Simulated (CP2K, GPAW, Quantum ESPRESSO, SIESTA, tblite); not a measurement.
**Quantum ESPRESSO on amorphous carbon (160 atoms): settings compared**

How far do other settings of Quantum ESPRESSO move the forces in amorphous carbon (160 atoms)? One run of the same program serves as the yardstick.

Main program and level: Quantum ESPRESSO 7.5; the method is named at each step.

## 1. Set-up

The cell holds 160 atoms: 160 C. Cell: a = 9.922 Å, b = 9.922 Å, c = 9.922 Å, α = 90.0°, β = 90.0°, γ = 90.0°. 160 atoms (160 C) placed at random at 3.27 g/cm³, melted at 6000 K for 10 ps at fixed volume with the LCBOP (Los and Fasolino, Phys. Rev. B 68, 024107 (2003)). Quenched from 6000 K to 300 K at 500 K/ps and fixed volume, held 5 ps. Then every atom was moved at random, 0.02 Å r.m.s. a Cartesian component.

The yardstick, on the same geometry:

| Property | Result |
| --- | --- |
| method | Kohn-Sham DFT, PBE, SSSP efficiency 1.3.0 pseudopotentials, plane waves (Quantum ESPRESSO 7.5); sssp-pbe-1.3.0-efficiency, cutoffs 45/360 Ry, Γ point |
| r.m.s. force component | 1.906 eV/Å |
| longest force | 8.371 eV/Å |
| pressure | 62.9 GPa |
| time | 2.5 min on 4 MPI ranks of Arm Neoverse V1, shared host |
| CPU time | 10 min |

## 2. PBE, gbrv-1.5, 40/200 Ry

Method: Kohn-Sham DFT, PBE, GBRV 1.5 ultrasoft pseudopotentials, plane waves.

pw.in

```
&control
  calculation = 'scf'
  pseudo_dir = './pseudo'
  outdir = './tmp'
  disk_io = 'none'
  tprnfor = .true.
  tstress = .true.
/
&system
  ibrav = 0
  nat = 160
  ntyp = 1
  ecutwfc = 40
  ecutrho = 200
  nosym = .true.
  occupations = 'smearing'
  smearing = 'fd'
  degauss = 0.003675
/
&electrons
  conv_thr = 8.0e-07
  electron_maxstep = 100
  mixing_beta = 0.2
  mixing_mode = 'local-TF'
  diagonalization = 'david'
/
ATOMIC_SPECIES
C 12.011 C.upf
CELL_PARAMETERS angstrom
9.92200 0.00000 0.00000
0.00000 9.92200 0.00000
0.00000 0.00000 9.92200
ATOMIC_POSITIONS crystal
C 0.70898 0.25724 0.82340
C 0.81759 0.02977 0.67082
C 0.51998 0.88749 0.13727
C 0.42169 0.91638 0.72285
C 0.15680 0.05738 0.72706
C 0.78128 0.56037 0.47899
C 0.42222 0.53393 0.69519
C 0.26096 0.44944 0.84200
C 0.29541 0.27867 0.69106
C 0.13188 0.81175 0.02518
C 0.55822 0.07303 0.00028
C 0.43598 0.75871 0.42186
C 0.28212 0.97941 0.24031
C 0.84142 0.36578 0.28396
C 0.60524 0.39357 0.34852
C 0.13413 0.14084 0.46946
C 0.42321 0.67099 0.74962
C 0.87762 0.78881 0.92160
C 0.11500 0.01481 0.94264
C 0.50224 0.03355 0.51839
C 0.44129 0.55342 0.30587
C 0.63224 0.13909 0.78643
C 0.81922 0.59652 0.24089
C 0.70634 0.34173 0.27147
C 0.87294 0.67763 0.49582
C 0.30164 0.20906 0.31657
C 0.66842 0.60827 0.92239
C 0.55099 0.75653 0.16659
C 0.43411 0.23148 0.28522
C 0.65241 0.25641 0.17689
C 0.94921 0.18411 0.99449
C 0.14134 0.31801 0.03447
C 0.64535 0.59729 0.44013
C 0.78664 0.00145 0.98608
C 0.06485 0.89210 0.58306
C 0.19343 0.34584 0.77057
C 0.80033 0.54341 0.75120
C 0.78330 0.43713 0.55472
C 0.76739 0.88616 0.47761
C 0.38793 0.19966 0.76976
C 0.74035 0.20945 0.08394
C 0.25117 0.43050 0.35237
C 0.84707 0.24989 0.77984
C 0.26375 0.61300 0.03299
C 0.19065 0.95554 0.62877
C 0.88951 0.49643 0.30589
C 0.03344 0.51818 0.31832
C 0.70078 0.78092 0.71876
C 0.21945 0.63118 0.16379
C 0.47848 0.02509 0.65766
C 0.30037 0.92628 0.53989
C 0.34370 0.18991 0.00189
C 0.58914 0.28425 0.58810
C 0.05765 0.46017 0.54446
C 0.46888 0.29600 0.51889
C 0.19806 0.19451 0.23594
[... 100 atom lines left out ...]
C 0.28672 0.29994 0.06292
C 0.46725 0.16579 0.05583
C 0.06362 0.24722 0.94582
C 0.97954 0.83940 0.67389
K_POINTS gamma
```

Launch:

```sh
OMP_NUM_THREADS=1 mpirun -np 2 pw.x -in pw.in > output.txt
```

The log of the run:

```text
Program PWSCF
     gamma-point specific algorithms are used
     Parallelization info
     sticks:   dense  smooth     PW     G-vecs:    dense   smooth      PW
     Min        2809    2241    557               157596   112599   14128
     Max        2812    2244    560               157597   112600   14129
     Sum        5621    4485   1117               315193   225199   28257
     bravais-lattice index     =            0
     lattice parameter (alat)  =      18.7499  a.u.
     unit-cell volume          =    6591.6520 (a.u.)^3
     number of atoms/cell      =          160
     number of atomic types    =            1
     number of electrons       =       640.00
     number of Kohn-Sham states=          384
     kinetic-energy cutoff     =      40.0000  Ry
     charge density cutoff     =     200.0000  Ry
     scf convergence threshold =      8.0E-07
     mixing beta               =       0.2000
     number of iterations used =            8  local-TF  mixing
     Exchange-correlation= SLA  PW   PBE  PBE
                           (   1   4   3   4   0   0   0)
     crystal axes: (cart. coord. in units of alat)
               a(1) = (   1.000000   0.000000   0.000000 )
               a(2) = (   0.000000   1.000000   0.000000 )
               a(3) = (   0.000000   0.000000   1.000000 )
     reciprocal axes: (cart. coord. in units 2 pi/alat)
               b(1) = (  1.000000  0.000000  0.000000 )
               b(2) = (  0.000000  1.000000  0.000000 )
               b(3) = (  0.000000  0.000000  1.000000 )
     PseudoPot. # 1 for C :
     Pseudo is Ultrasoft + core correction, Zval =  4.0
     atomic species   valence    mass     pseudopotential
     C                 4.00    12.01100     C ( 1.00)
     No symmetry found
   Cartesian axes
     number of k points=     1  Fermi-Dirac smearing, width (Ry)=  0.0037
                       cart. coord. in units 2pi/alat
        k(    1) = (   0.0000000   0.0000000   0.0000000), wk =   2.0000000
     Dense  grid:   157597 G-vectors     FFT dimensions: (  90,  90,  90)
     Smooth grid:   112600 G-vectors     FFT dimensions: (  75,  75,  75)
     Initial potential from superposition of free atoms
     starting charge     639.9935, renormalised to     640.0000
     Starting wfcs are  640 randomized atomic wfcs
     Self-consistent Calculation
     iteration #  1     ecut=    40.00 Ry     beta= 0.20
     total energy              =   -1829.43348797 Ry
     estimated scf accuracy    <      15.76352040 Ry
     iteration #  2     ecut=    40.00 Ry     beta= 0.20
     total energy              =   -1822.96948915 Ry
     estimated scf accuracy    <      11.56961918 Ry
     iteration #  3     ecut=    40.00 Ry     beta= 0.20
     total energy              =   -1824.70817999 Ry
     estimated scf accuracy    <       0.56004514 Ry
     iteration #  4     ecut=    40.00 Ry     beta= 0.20
     total energy              =   -1824.66267981 Ry
     estimated scf accuracy    <       0.31891926 Ry
     iteration #  5     ecut=    40.00 Ry     beta= 0.20
     total energy              =   -1824.68393519 Ry
     estimated scf accuracy    <       0.03808997 Ry
     iteration #  6     ecut=    40.00 Ry     beta= 0.20
     total energy              =   -1824.68841026 Ry
     estimated scf accuracy    <       0.02119774 Ry
     iteration #  7     ecut=    40.00 Ry     beta= 0.20
     total energy              =   -1824.69002398 Ry
     estimated scf accuracy    <       0.00330289 Ry
     iteration #  8     ecut=    40.00 Ry     beta= 0.20
     total energy              =   -1824.69030065 Ry
     estimated scf accuracy    <       0.00121465 Ry
     iteration #  9     ecut=    40.00 Ry     beta= 0.20
     total energy              =   -1824.69023415 Ry
     estimated scf accuracy    <       0.00053343 Ry
     iteration # 10     ecut=    40.00 Ry     beta= 0.20
     total energy              =   -1824.69028817 Ry
     estimated scf accuracy    <       0.00006313 Ry
     iteration # 11     ecut=    40.00 Ry     beta= 0.20
     total energy              =   -1824.69029054 Ry
     estimated scf accuracy    <       0.00002707 Ry
     iteration # 12     ecut=    40.00 Ry     beta= 0.20
     total energy              =   -1824.69029464 Ry
     estimated scf accuracy    <       0.00000420 Ry
     iteration # 13     ecut=    40.00 Ry     beta= 0.20
     total energy              =   -1824.69029552 Ry
     estimated scf accuracy    <       0.00000269 Ry
     iteration # 14     ecut=    40.00 Ry     beta= 0.20
     End of self-consistent calculation
          k = 0.0000 0.0000 0.0000 ( 14129 PWs)   bands (ev):
    -9.6870  -8.9730  -8.7148  -8.6681  -8.5686  -8.4517  -8.3604  -7.9640
    -7.9234  -7.8617  -7.7056  -7.6474  -7.5789  -7.4763  -7.4373  -7.3334
    -7.2988  -7.1188  -7.0049  -6.7910  -6.7021  -6.6015  -6.5262  -6.4615
    -6.3867  -6.2514  -6.1233  -5.9900  -5.8973  -5.7219  -5.6307  -5.6216
    -5.4151  -5.3688  -5.2831  -5.2052  -5.1470  -5.0993  -5.0232  -4.9304
    -4.8550  -4.7982  -4.7374  -4.5919  -4.5832  -4.5161  -4.3982  -4.3313
    -4.2414  -4.1577  -4.1410  -4.1103  -4.0212  -3.9039  -3.8413  -3.7424
    -3.6825  -3.6404  -3.5448  -3.4644  -3.3885  -3.3835  -3.2432  -3.1883
    -3.0923  -2.9760  -2.9294  -2.8582  -2.7214  -2.6655  -2.5866  -2.5457
    -2.3926  -2.2413  -2.0486  -2.0071  -1.9275  -1.8500  -1.7833  -1.7113
    -1.5309  -1.4590  -1.3830  -1.2162  -1.1578  -1.0558  -1.0037  -0.9298
    -0.8927  -0.7385  -0.7006  -0.6238  -0.5474  -0.4355  -0.3929  -0.2897
[...]
14.0821  14.1524  14.3161  14.3609  14.4167  14.4558  14.5511  14.5706
    14.6272  14.7683  14.8938  14.9223  15.0499  15.0864  15.2055  15.2251
    15.3102  15.3494  15.4341  15.5144  15.5875  15.6393  15.7104  15.7710
    15.8653  15.9221  16.0342  16.0979  16.2154  16.3533  16.4296  16.4748
    16.5430  16.6775  16.7026  16.8433  16.8666  17.0122  17.0524  17.1286
     the Fermi energy is    12.3680 ev
!    total energy              =   -1824.69029690 Ry
     estimated scf accuracy    <       0.00000039 Ry
     smearing contrib. (-TS)   =      -0.02356827 Ry
     internal energy E=F+TS    =   -1824.66672863 Ry
     The total energy is F=E-TS. E is the sum of the following terms:
     one-electron contribution =     329.57330840 Ry
     hartree contribution      =     275.47968301 Ry
     xc contribution           =    -595.21055257 Ry
     ewald contribution        =   -1834.50916747 Ry
     convergence has been achieved in  14 iterations
     Forces acting on atoms (cartesian axes, Ry/au):
     atom    1 type  1   force =    -0.03237757    0.03192166   -0.04702708
     atom    2 type  1   force =     0.00427925    0.06440793    0.00508146
     atom    3 type  1   force =     0.01490123    0.02103291    0.00136871
     atom    4 type  1   force =    -0.00330582   -0.03730474   -0.04579874
     atom    5 type  1   force =    -0.07877325   -0.01898735   -0.18414896
     atom    6 type  1   force =     0.07735746   -0.00769594   -0.03904732
     atom    7 type  1   force =     0.03706510   -0.02552763   -0.09902572
     atom    8 type  1   force =    -0.00663952   -0.07428595    0.03278066
     atom    9 type  1   force =     0.05720646   -0.12040031   -0.00038155
     atom   10 type  1   force =     0.11202462    0.05794752    0.02029106
     atom   11 type  1   force =     0.00237788    0.01256378    0.01128766
     atom   12 type  1   force =     0.02969338    0.10476955    0.11219191
[...]
atom  156 type  1   force =    -0.02208618    0.00616704    0.15191539
     atom  157 type  1   force =    -0.20735333   -0.02111624   -0.03014909
     atom  158 type  1   force =     0.03075213   -0.08820135   -0.07328007
     atom  159 type  1   force =    -0.00628910   -0.07388637    0.07535837
     atom  160 type  1   force =    -0.15170012   -0.13376656    0.01437145
     Total force =     1.626968     Total SCF correction =     0.001624
     Computing stress (Cartesian axis) and pressure
          total   stress  (Ry/bohr**3)                   (kbar)     P=      618.05
   0.00434251   0.00023837   0.00034046          638.80       35.07       50.08
   0.00023837   0.00425290   0.00048074           35.07      625.62       70.72
   0.00034046   0.00048074   0.00400892           50.08       70.72      589.73
     Message from routine punch:
     Nothing written, as per user request (disk_io='none')
```

The job ended after 2.7 min (2 MPI ranks of Arm Neoverse V1, shared host; peak memory 1.7 GiB; 5.5 min of CPU time).

Banners, paths, timers and routine set-up lines are dropped from the logs unmarked, and long logs keep their key lines alone; longer cuts are marked.

Against the reference:

| Quantity | Value |
| --- | --- |
| r.m.s. force component | 1.909 eV/Å |
| r.m.s. difference of force components | 12.83 meV/Å |
| longest difference of force vectors | 61.78 meV/Å |
| force difference over r.m.s. force | 0.6731 % |
| slope of forces against the reference's | 1.002 |
| correlation of force components | 1 |
| pressure | 61.8 GPa |
| pressure difference | -1.091 GPa |

A closer look about C7, which has 4 bonded neighbours where the commonest count for C is 3: 9 atoms, nearest first, numbered in the order of the input, with positions taken from that point.

```tsv
atom	x	y	z	distance (Å)	bonds	Fx	Fy	Fz (eV/Å)
C7	0.00	0.00	0.00	0.00	4	0.95	-0.66	-2.55
C111	-0.22	-0.86	1.15	1.45	3	1.26	-0.95	1.74
C17	0.01	1.36	0.54	1.46	3	-0.73	-0.98	0.66
C65	1.36	-0.18	-0.66	1.52	3	-0.88	0.13	1.93
C130	-1.03	0.07	-1.16	1.55	3	0.71	0.98	0.43
C8	-1.60	-0.84	1.46	2.32	3	-0.17	-1.91	0.84
C76	1.74	0.93	-1.28	2.35	3	0.27	2.33	0.20
C82	0.24	1.47	1.90	2.41	3	-1.75	-1.50	-0.43
C78	0.28	2.48	-0.33	2.51	4	0.55	0.36	-0.70
```

Forces lie 0.67 % from the reference's, at 0.55 times its CPU time (on 2 against 4 cores).

## 3. PBE, sssp-1.3.0-efficiency, 20/160 Ry

Method: Kohn-Sham DFT, PBE, SSSP efficiency 1.3.0 pseudopotentials, plane waves.

The pseudopotential files are exchanged too: ./pseudo now holds the set sssp-pbe-1.3.0-efficiency.

Changes to pw.in since step 2:

```diff
@@ -12,4 +12,4 @@
   ntyp = 1
-  ecutwfc = 40
-  ecutrho = 200
+  ecutwfc = 20
+  ecutrho = 160
   nosym = .true.
```

The log of the run:

```text
[banner, memory and clock lines left out]
Program PWSCF
     gamma-point specific algorithms are used
     bravais-lattice index     =            0
     lattice parameter (alat)  =      18.7499  a.u.
     unit-cell volume          =    6591.6520 (a.u.)^3
     number of atoms/cell      =          160
     number of atomic types    =            1
     number of electrons       =       640.00
     number of Kohn-Sham states=          384
     kinetic-energy cutoff     =      20.0000  Ry
[... lines left out ...]
     scf convergence threshold =      8.0E-07
[... lines left out ...]
     number of k points=     1  Fermi-Dirac smearing, width (Ry)=  0.0037
[... lines left out ...]
     total energy              =   -2929.35036445 Ry
[... lines left out ...]
     total energy              =   -2924.07143364 Ry
[... lines left out ...]
     total energy              =   -2925.37934868 Ry
[... lines left out ...]
     total energy              =   -2925.38355894 Ry
[... lines left out ...]
     total energy              =   -2925.38364530 Ry
[... lines left out ...]
    -8.0289  -7.9701  -7.8094  -7.7495  -7.6773  -7.5802  -7.5458  -7.4355
    -7.3937  -7.2077  -7.0995  -6.8893  -6.8052  -6.6956  -6.6260  -6.5561
[...]
16.1965  16.2391  16.3556  16.4215  16.5420  16.6887  16.7422  16.8134
    16.8702  17.0238  17.0319  17.1829  17.2082  17.3564  17.3939  17.4619
     the Fermi energy is    12.6481 ev
!    total energy              =   -2925.38379576 Ry
     total all-electron energy =    -12167.639447 Ry
     estimated scf accuracy    <       0.00000070 Ry
     smearing contrib. (-TS)   =      -0.02293343 Ry
     internal energy E=F+TS    =   -2925.36086232 Ry
     The total energy is F=E-TS. E is the sum of the following terms:
     one-electron contribution =     380.97697431 Ry
     hartree contribution      =     269.58944633 Ry
     xc contribution           =    -753.45987260 Ry
     ewald contribution        =   -1834.50916734 Ry
     one-center paw contrib.   =    -987.95824303 Ry
     convergence has been achieved in  14 iterations
     Forces acting on atoms (cartesian axes, Ry/au):
     atom    1 type  1   force =    -0.03136887    0.03395259   -0.02768142
     atom    2 type  1   force =     0.01285451    0.04251558    0.00786322
     atom    3 type  1   force =     0.00124021    0.04049788   -0.01812965
[...]
atom  159 type  1   force =     0.00909910   -0.11067363    0.06875044
     atom  160 type  1   force =    -0.16384216   -0.13828961    0.02841753
     Total force =     1.747660     Total SCF correction =     0.002060
     Computing stress (Cartesian axis) and pressure
          total   stress  (Ry/bohr**3)                   (kbar)     P=       45.41
   0.00050550   0.00029873   0.00026090           74.36       43.94       38.38
   0.00029873   0.00031626   0.00061102           43.94       46.52       89.88
   0.00026090   0.00061102   0.00010431           38.38       89.88       15.34
     Message from routine punch:
     Nothing written, as per user request (disk_io='none')
```

Run time: 1.8 min. Hardware: 2 MPI ranks; peak memory 1.1 GiB.

Compared with the plane-wave run:

```
r.m.s. force component                          : 2.051 eV/Å
r.m.s. difference of force components           : 373.5 meV/Å
longest difference of force vectors             : 1315 meV/Å
force difference over r.m.s. force              : 19.6 %
slope of forces against the reference's         : 1.06
correlation of force components                 : 0.9849
pressure                                        : 4.541 GPa
pressure difference                             : -58.36 GPa
energy less the same-level run's                : 1002 meV/atom
r.m.s. force difference from the same-level run : 373.5 meV/Å
```

This is a coarse setting, run to see what it loses.

Against the first run (0.67 %), the force difference from the reference is 20 %, at 0.65 times the CPU time.

## 4. The ladder

Differences are against the plane-wave reference, forces as r.m.s. over components; share is that over the reference's r.m.s. force, slope the least-squares factor from reference forces to these. Total energies of different programs have different zeros and aren't compared.

```tsv
run	Δ force, r.m.s. (meV/Å)	share (%)	slope	Δ pressure (GPa)	cores	CPU time	memory (GiB)
reference	-	-	-	-	4	10 min	3.8
QE PBE, gbrv-1.5, 40/200 Ry	12.8	0.673	1.002	-1.09	2	5.5 min	1.7
QE PBE, sssp-1.3.0-efficiency, 20/160 Ry (coarse)	373	19.6	1.060	-58.4	2	3.6 min	1.1
```

Rows marked coarse were listed beforehand as settings not expected to be converged; some can still land near the reference.

CPU time is summed over cores on a shared host, where runs went side by side, so it is rough. Symmetry, cutoffs, thresholds, outputs and thread counts weren't matched or tuned between programs; memory under MPI is the largest rank's times the ranks.

Within one program, basis, potentials and functional, energies share a zero. Each run against its twin at the usual cutoff or grid and solver:

```tsv
run	twin	Δ energy (meV/atom)	Δ force, r.m.s. (meV/Å)	CPU time over the twin's
QE PBE, sssp-1.3.0-efficiency, 20/160 Ry	sssp-1.3.0-efficiency, 45/360 Ry	1002	373	0.36 (this twin ran on 4 cores)
```

## 5. Outcome

* nearest in forces: QE PBE, gbrv-1.5, 40/200 Ry, 0.67 %
* its CPU time: 5.5 min

What this shows: PBE on plane waves or a grid with other potentials, cutoffs or grids, coarse settings apart, differs from the reference by 0.67 % (QE PBE, gbrv-1.5, 40/200 Ry) of the r.m.s. force; this holds the reference's own error, so differences of a few per cent don't tell which side is nearer the exact PBE result. Runs with settings chosen to be coarse differ by 20 % (QE PBE, sssp-1.3.0-efficiency, 20/160 Ry). One electronic-structure run takes under half the reference's CPU time: QE PBE, sssp-1.3.0-efficiency, 20/160 Ry, at 20 % in 3.6 min against 10 min; its pressure misses by -58.4 GPa. In pressure, QE PBE, sssp-1.3.0-efficiency, 20/160 Ry misses by -58.4 GPa, at the same functional; a cutoff this low leaves a large Pulay stress. The reference's pressure holds the uncorrected Pulay stress of its 45 Ry basis, so small pressure differences, and their order, may be the reference's own error. The quench rate of 500 K/ps is many orders above laboratory rates, so the cell is likely richer in defects and strain than a real sample. The network of bonds at the start is that of the classical potential that made the cell, and needn't be the one that DFT or experiment would give. The reference's stress is far from hydrostatic: its diagonal is 65.0, 63.6, 60.0 GPa, compression counted positive. The electronic-structure runs sample only Γ, in a cell whose shortest periodic width is 10 Å, which is coarse for a cell with partly filled levels.

[Also dropped from logs without a mark: logging warnings of Python, and SIESTA's first energy breakdown and zero terms.]

[Logs are printed without paths, hosts, clocks, repeated set-up lines and the standing remarks that a program may print on its own settings, such as how far it seeks lower states.]

[Hosts, paths, dates, database ids (printed as entryN), source tags and the programs' standing remarks are cut or masked in the printed files.]
